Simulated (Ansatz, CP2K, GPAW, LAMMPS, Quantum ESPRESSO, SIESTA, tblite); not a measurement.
**Glassy 77SiO2-6B2O3-8CaO-8MgO (mol %) (142 atoms) in other programs, against a plane-wave reference**

How near do other programs and methods come to a plane-wave reference for glassy 77SiO2-6B2O3-8CaO-8MgO (mol %) (142 atoms)? A plane-wave run serves as the reference.

Main program and level: Quantum ESPRESSO 7.5; Kohn-Sham DFT, PBE, SSSP efficiency 1.3.0 pseudopotentials, plane waves.

**1. The structure**

The cell holds 142 atoms: 37 Si, 6 B, 4 Ca, 4 Mg and 91 O. Its edges and angles: a = 12.161 Å, b = 12.161 Å, c = 12.161 Å, α = 90.0°, β = 90.0°, γ = 90.0°. 142 atoms (37 Si, 6 B, 4 Ca, 4 Mg, 91 O) placed at random at 2.31 g/cm³, melted at 3000 K for 20 ps at fixed volume with the Buckingham and Coulomb pair potential of Guillot and Sator (Geochim. Cosmochim. Acta 71, 1249 (2007)) with the boron terms of Wang et al. (J. Non-Cryst. Solids 498, 294 (2018)). Quenched from 3000 K to 300 K at 300 K/ps and fixed volume, held 10 ps at zero pressure.

**2. Reference: Quantum ESPRESSO, plane waves**

Contents of pw.in:

```
&control
  calculation = 'scf'
  pseudo_dir = './pseudo'
  outdir = './tmp'
  disk_io = 'none'
  tprnfor = .true.
  tstress = .true.
/
&system
  ibrav = 0
  nat = 142
  ntyp = 5
  ecutwfc = 60
  ecutrho = 480
  nosym = .true.
  occupations = 'smearing'
  smearing = 'fd'
  degauss = 0.003675
/
&electrons
  conv_thr = 7.1e-07
  electron_maxstep = 100
  mixing_beta = 0.4
  mixing_mode = 'plain'
  diagonalization = 'david'
/
ATOMIC_SPECIES
Si 28.085 Si.upf
B 10.810 B.upf
Ca 40.078 Ca.upf
Mg 24.305 Mg.upf
O 15.999 O.upf
CELL_PARAMETERS angstrom
12.16067 0.00000 0.00000
0.00000 12.16067 0.00000
0.00000 0.00000 12.16067
ATOMIC_POSITIONS crystal
Si 0.29333 0.51985 0.58858
Si 0.74908 0.85171 0.94553
Si 0.01626 0.26141 0.86366
Si 0.94054 0.73350 0.80507
Si 0.67731 0.40033 0.69999
Si 0.58035 0.88697 0.41761
Si 0.44433 0.86776 0.20202
Si 0.67426 0.67683 0.51396
Si 0.29758 0.18184 0.60026
Si 0.74386 0.46890 0.91395
Si 0.67932 0.10184 0.32695
Si 0.19557 0.27571 0.19866
[... 126 atom lines left out ...]
O 0.48115 0.92995 0.08911
O 0.36553 0.94817 0.27303
O 0.95156 0.15012 0.89818
O 0.18198 0.83930 0.00820
K_POINTS gamma
```

Run with:

```console
$ OMP_NUM_THREADS=1 mpirun -np 4 pw.x -in pw.in > output.txt
```

Log:

```text
Program PWSCF
     gamma-point specific algorithms are used
     one sub-group per band group will be used
     scalapack distributed-memory algorithm (size of sub-group:  2*  2 procs)
     Parallelization info
     sticks:   dense  smooth     PW     G-vecs:    dense   smooth      PW
     Min        5045    2523    634               538698   190532   23798
     Max        5048    2526    635               538704   190538   23799
     Sum       20185   10097   2537              2154801   762137   95193
     bravais-lattice index     =            0
     lattice parameter (alat)  =      22.9803  a.u.
     unit-cell volume          =   12135.8196 (a.u.)^3
     number of atoms/cell      =          142
     number of atomic types    =            5
     number of electrons       =       760.00
[... lines left out ...]
     scf convergence threshold =      7.1E-07
[... lines left out ...]
     number of k points=     1  Fermi-Dirac smearing, width (Ry)=  0.0037
[... lines left out ...]
     total energy              =   -4692.11340811 Ry
[... lines left out ...]
     total energy              =   -4700.28611750 Ry
[... lines left out ...]
     total energy              =   -4700.40485034 Ry
[... lines left out ...]
     total energy              =   -4700.46431047 Ry
[... lines left out ...]
     total energy              =   -4700.46437773 Ry
[... lines left out ...]
   -17.3074 -17.1594 -17.0799 -17.0594 -16.9947 -16.9341 -16.8819 -16.8124
   -16.7474 -16.7200 -16.6528 -16.6460 -16.5906 -16.5264 -16.5193 -16.4589
[...]
11.6249  11.6457  11.6879  11.7206  11.7643  11.7990  11.8192  11.8513
    11.8588  11.9006  11.9391  12.0003  12.0217  12.0654  12.0886  12.1083
     the Fermi energy is     6.5889 ev
!    total energy              =   -4700.46438019 Ry
     estimated scf accuracy    <       0.00000063 Ry
     smearing contrib. (-TS)   =      -0.00000000 Ry
     internal energy E=F+TS    =   -4700.46438019 Ry
     The total energy is F=E-TS. E is the sum of the following terms:
     one-electron contribution =   -1889.80899421 Ry
     hartree contribution      =    1352.89883193 Ry
     xc contribution           =    -993.68155112 Ry
     ewald contribution        =   -2180.28300318 Ry
     one-center paw contrib.   =    -989.58966361 Ry
     convergence has been achieved in  10 iterations
     negative rho (up, down):  5.575E-07 0.000E+00
     Forces acting on atoms (cartesian axes, Ry/au):
     atom    1 type  1   force =     0.00758418    0.05751401   -0.07023623
     atom    2 type  1   force =     0.19353956    0.08381915    0.09240101
     atom    3 type  1   force =     0.02260818   -0.06152339    0.01294992
[...]
atom  141 type  5   force =    -0.04702478   -0.06223750    0.02478708
     atom  142 type  5   force =    -0.03258336   -0.00455551    0.00023866
     Total force =     0.942107     Total SCF correction =     0.001499
     Computing stress (Cartesian axis) and pressure
     negative rho (up, down):  5.575E-07 0.000E+00
          total   stress  (Ry/bohr**3)                   (kbar)     P=       14.26
   0.00012066  -0.00003362   0.00004012           17.75       -4.95        5.90
  -0.00003362   0.00022769   0.00000079           -4.95       33.49        0.12
   0.00004012   0.00000079  -0.00005757            5.90        0.12       -8.47
     Message from routine punch:
     Nothing written, as per user request (disk_io='none')
```

The job ended after 7.4 min (4 MPI ranks of Arm Neoverse V1, shared host; peak memory 7.4 GiB).

Banners, paths, timers and routine set-up lines are dropped from the logs unmarked, and long logs keep their key lines alone; longer cuts are marked.

Numbers from this run:

```
r.m.s. force component                           : 1.174 eV/Å
longest force                                    : 5.92 eV/Å
pressure                                         : 1.426 GPa
gap (highest filled to lowest empty level) : 2.079 eV
```

**3. Structure statistics**

Pair distribution functions g(r), in bins of 0.2 Å:

```
r (Å)  total   O-O   O-Si   O-B  O-Ca  O-Mg  Si-Si
 1.30   0.26  0.00   0.00  4.85  0.00  0.00   0.00
 1.50   0.96  0.00   1.46  8.62  0.00  0.00   0.00
 1.70   3.44  0.00  10.31  0.00  0.00  0.00   0.00
 1.90   0.09  0.00   0.00  0.00  0.00  2.60   0.00
 2.10   0.17  0.00   0.00  0.00  0.00  4.70   0.00
 2.30   0.31  0.41   0.04  0.00  2.86  0.78   0.00
 2.50   1.08  2.14   0.00  0.00  3.80  0.62   0.00
 2.70   1.54  3.37   0.09  0.37  1.08  0.00   0.14
 2.90   0.87  1.16   0.17  0.15  0.45  0.24   1.96
 3.10   0.86  0.74   0.46  0.54  0.42  0.80   3.38
 3.30   0.92  0.81   0.97  1.20  0.91  0.55   1.19
 3.50   0.87  0.66   1.06  1.30  0.16  1.78   0.25
 3.70   0.92  0.61   1.46  1.13  0.86  1.15   0.15
 3.90   1.04  0.70   1.41  2.25  1.15  0.93   0.41
 4.10   1.15  0.66   1.75  1.64  1.07  1.62   0.99
 4.30   1.20  0.93   1.64  1.06  0.66  1.16   1.31
 4.50   0.89  0.89   0.72  0.83  1.96  1.55   0.82
 4.70   1.06  1.43   0.65  0.53  1.15  0.71   1.38
 4.90   1.06  1.28   0.74  0.92  1.48  0.73   1.18
 5.10   1.13  1.42   0.84  0.56  0.84  0.23   1.85
 5.30   0.90  1.10   0.74  0.66  0.84  0.42   0.85
 5.50   1.00  0.97   1.04  0.69  0.91  1.17   1.25
 5.70   1.00  0.87   1.13  1.33  0.48  1.21   1.12
 5.90   0.96  0.90   1.05  1.43  0.56  1.01   0.69
```

Bonds by pair of elements; cutoffs follow the first minimum of g(r), held within bounds set by covalent radii, and pairs that aren't listed don't count as bonded:

```
pair A-B  cutoff (Å)  bonds  mean length (Å)  spread (Å)  shortest (Å)  B about A  A about B
    O-Si        2.08    148             1.64       0.031          1.54       1.63          4
     O-B        1.83     21             1.44       0.046          1.38      0.231        3.5
    O-Ca        2.88     24             2.47       0.126          2.29      0.264          6
    O-Mg        2.42     17             2.04       0.093          1.91      0.187       4.25
```

How many atoms have how many bonded neighbours:

```
element  mean   2   3   4  5  6
      B   3.5   0   3   3  0  0
     Ca     6   0   0   0  0  4
     Mg  4.25   0   0   3  1  0
      O  2.31  63  28   0  0  0
     Si     4   0   0  37  0  0
```

Oxygen atoms by the number of network formers (Si, P, Ge, B, Al, As, Ga) bound to them:

```
network formers bound to O  O atoms  per cent
                         0        0         0
                         1       13      14.3
                         2       78      85.7
```

Network units: each former by its oxygen neighbours and how many of them bridge to another former:

```
former  O neighbours  bridging O  atoms
    Si             4           2      1
    Si             4           3      8
    Si             4           4     28
     B             3           1      1
     B             3           3      2
     B             4           3      1
     B             4           4      2
```

Rings of the network by King's shortest-path rule, up to 12 atoms, one path for each pair of neighbours; H, halogens, alkali and alkaline-earth atoms are left out, and the last column divides by all other atoms, bonded or not:

```
ring size (atoms)  rings  per network atom
                6      2             0.015
                8      8              0.06
               10     12              0.09
               12      7             0.052
```

**4. The other programs**

The programs:
- CP2K 2026.2: Gaussian basis with GTH pseudopotentials and a plane-wave density; labels give functional, basis (MOLOPT sets; SR short-range, UZH the newer set with its own potentials), grid cutoff/relative cutoff and solver (OT: orbital transformation; TRS4, TC2, SIGN: linear-scaling purification with its sparsity filter), or its built-in tight binding.
- GPAW 26.7.0: PAW with atomic orbitals (LCAO), plane waves or a real-space grid of spacing h.
- SIESTA 5.4.2: numerical atomic orbitals, whose automatically made sets are far from complete, with PseudoDojo norm-conserving potentials that we converted to its format (checked against plane waves on the same files for H, C, O, Si, Ge and Ca alone); labels give functional, basis size, energy shift and mesh cutoff.
- tblite 0.8.0: extended tight binding, driven from Python.

All use the same cell and atoms; the electronic-structure runs use the same k-mesh, and an electronic temperature of 580 K (0.05 eV) where levels are smeared.

Differences are against the plane-wave reference, forces as r.m.s. over components; share is that over the reference's r.m.s. force, slope the least-squares factor from reference forces to these. Total energies of different programs have different zeros and aren't compared.

```
                                                               run  Δ force, r.m.s. (meV/Å)  share (%)  slope  Δ pressure (GPa)  Δ gap (eV)  cores  CPU time  memory (GiB)
                                                         reference                        -          -      -                 -           -      4    30 min           7.4
                                            CP2K GFN1-xTB, OT DIIS                      859       73.2  0.695             -14.2           -      1      15 s          0.55
CP2K PBE, DZVP-MOLOPT-SR, 1200/60 Ry, TRS4 filter 1e-05, SCF 1e-06                      127       10.8  1.020             0.394           -      2    11 min           6.2
                           CP2K PBE, DZVP-UZH, 1200/60 Ry, OT DIIS                      117       9.97  1.018             0.460     -0.0741      2    30 min           6.2
                                      GPAW PBE, LCAO dzp, h 0.18 Å                      312       26.6  1.094                 -      -0.177      2   7.7 min           3.2
                         GPAW PBE, LCAO sz(dzp), h 0.18 Å (coarse)                     1012       86.2  1.090                 -      -0.756      1   1.7 min           1.9
                       SIESTA PBE, DZP, shift 0.01 Ry, mesh 500 Ry                      216       18.4  1.069              2.53      -0.187      4    12 min           4.0
               SIESTA PBE, SZ, shift 0.01 Ry, mesh 500 Ry (coarse)                     1003       85.4  1.181              20.6       -1.15      1   3.5 min           1.6
               SIESTA PBE, SZ, shift 0.02 Ry, mesh 500 Ry (coarse)                      825       70.3  1.194              12.7       -1.25      1   2.9 min           1.4
                                                   tblite GFN1-xTB                      639       54.4  0.681              4.00           -      1      11 s          0.17
```

Rows marked coarse were listed beforehand as settings not expected to be converged; some can still land near the reference.

CPU time is summed over cores on a shared host, where runs went side by side, so it is rough. Symmetry, cutoffs, thresholds, outputs and thread counts weren't matched or tuned between programs; memory under MPI is the largest rank's times the ranks.

Mean charges by element (e), by run and scheme:

```
                                                               run     scheme     Si      B     Ca     Mg      O
                                            CP2K GFN1-xTB, OT DIIS   Mulliken  +1.01  +0.99  +1.88  +0.92  -0.60
CP2K PBE, DZVP-MOLOPT-SR, 1200/60 Ry, TRS4 filter 1e-05, SCF 1e-06   Mulliken  +0.87  +0.42  +1.18  +1.35  -0.49
                           CP2K PBE, DZVP-UZH, 1200/60 Ry, OT DIIS   Mulliken  +1.10  +0.49  +1.28  +1.37  -0.59
                           CP2K PBE, DZVP-UZH, 1200/60 Ry, OT DIIS  Hirshfeld  +0.53  +0.25  +0.44  +0.52  -0.28
                       SIESTA PBE, DZP, shift 0.01 Ry, mesh 500 Ry  Hirshfeld  +0.42  +0.18  +0.47  +0.45  -0.23
                                                   tblite GFN1-xTB   Mulliken  +0.46  +0.68  +0.44  +0.75  -0.28
```

**5. Outcome**

```json
{"reference r.m.s. force component": "1.17 eV/Å", "nearest in forces": "CP2K PBE, DZVP-UZH, 1200/60 Ry, OT DIIS, 10.0 %", "farthest in forces": "GPAW PBE, LCAO sz(dzp), h 0.18 Å (coarse), 86 %", "cheapest electronic-structure run beside the reference": "tblite GFN1-xTB, 11 s of CPU time"}
```

What this shows: The PBE runs in local orbitals, coarse settings apart, differ by 10.0 % (CP2K PBE, DZVP-UZH, 1200/60 Ry, OT DIIS) to 27 % (GPAW PBE, LCAO dzp, h 0.18 Å); basis, grid and potentials can all enter. Tight binding differs by 54 % (tblite GFN1-xTB) to 73 % (CP2K GFN1-xTB, OT DIIS); it is another model, with fitted parameters of its own, and the xTB methods hold dispersion. Runs with settings chosen to be coarse differ by 70 % (SIESTA PBE, SZ, shift 0.02 Ry, mesh 500 Ry) to 86 % (GPAW PBE, LCAO sz(dzp), h 0.18 Å), their programs' other errors included. Of the electronic-structure runs that take under half the reference's CPU time, CP2K PBE, DZVP-MOLOPT-SR, 1200/60 Ry, TRS4 filter 1e-05, SCF 1e-06 comes nearest, at 11 % in 11 min against 30 min. At the same functional, gaps differ from the reference's 2.08 eV by between -1.25 and -0.07 eV. In pressure, SIESTA PBE, SZ, shift 0.01 Ry, mesh 500 Ry misses by +20.6 GPa, at the same functional. Charges hang on model, scheme and program or settings: among these rows the mean for Ca runs from +0.44 to +1.88 e. In the reference: filled and empty levels are parted by 2.08 eV (on the run's k-points); a semilocal functional tends to put such gaps too low. In a disordered cell it changes from sample to sample, and tail or defect levels can set it. In the reference: first main peaks of g(r), for some of the pairs, lie near 2.6 Å (O-O), 1.6 Å (O-Si), 1.4 Å (O-B), 2.4 Å (O-Ca), 2.0 Å (O-Mg) and 3.1 Å (Si-Si). Periodic xTB results under one method name differ between programs and library versions. The potentials hold different valence shells: 760 electrons in the reference, 792 in SIESTA, 792 in CP2K with DZVP-UZH and 792 in GPAW; this bears on time and differences. The reference's pressure holds the uncorrected Pulay stress of its 60 Ry basis, so small pressure differences, and their order, may be the reference's own error. The quench rate of 300 K/ps is many orders above laboratory rates, so the cell is likely richer in defects and strain than a real sample. The network of bonds at the start is that of the classical potential that made the cell, and needn't be the one that DFT or experiment would give. The reference's stress is far from hydrostatic: its diagonal is 1.8, 3.3, -0.8 GPa, compression counted positive. The electronic-structure runs sample only Γ, in a cell whose shortest periodic width is 12 Å.

[Also dropped from logs without a mark: logging warnings of Python, and SIESTA's first energy breakdown and zero terms.]

[Logs are printed without paths, hosts, clocks, repeated set-up lines and the standing remarks that a program may print on its own settings, such as how far it seeks lower states.]

[Hosts, paths, dates, database ids (printed as entryN), source tags and the programs' standing remarks are cut or masked in the printed files.]
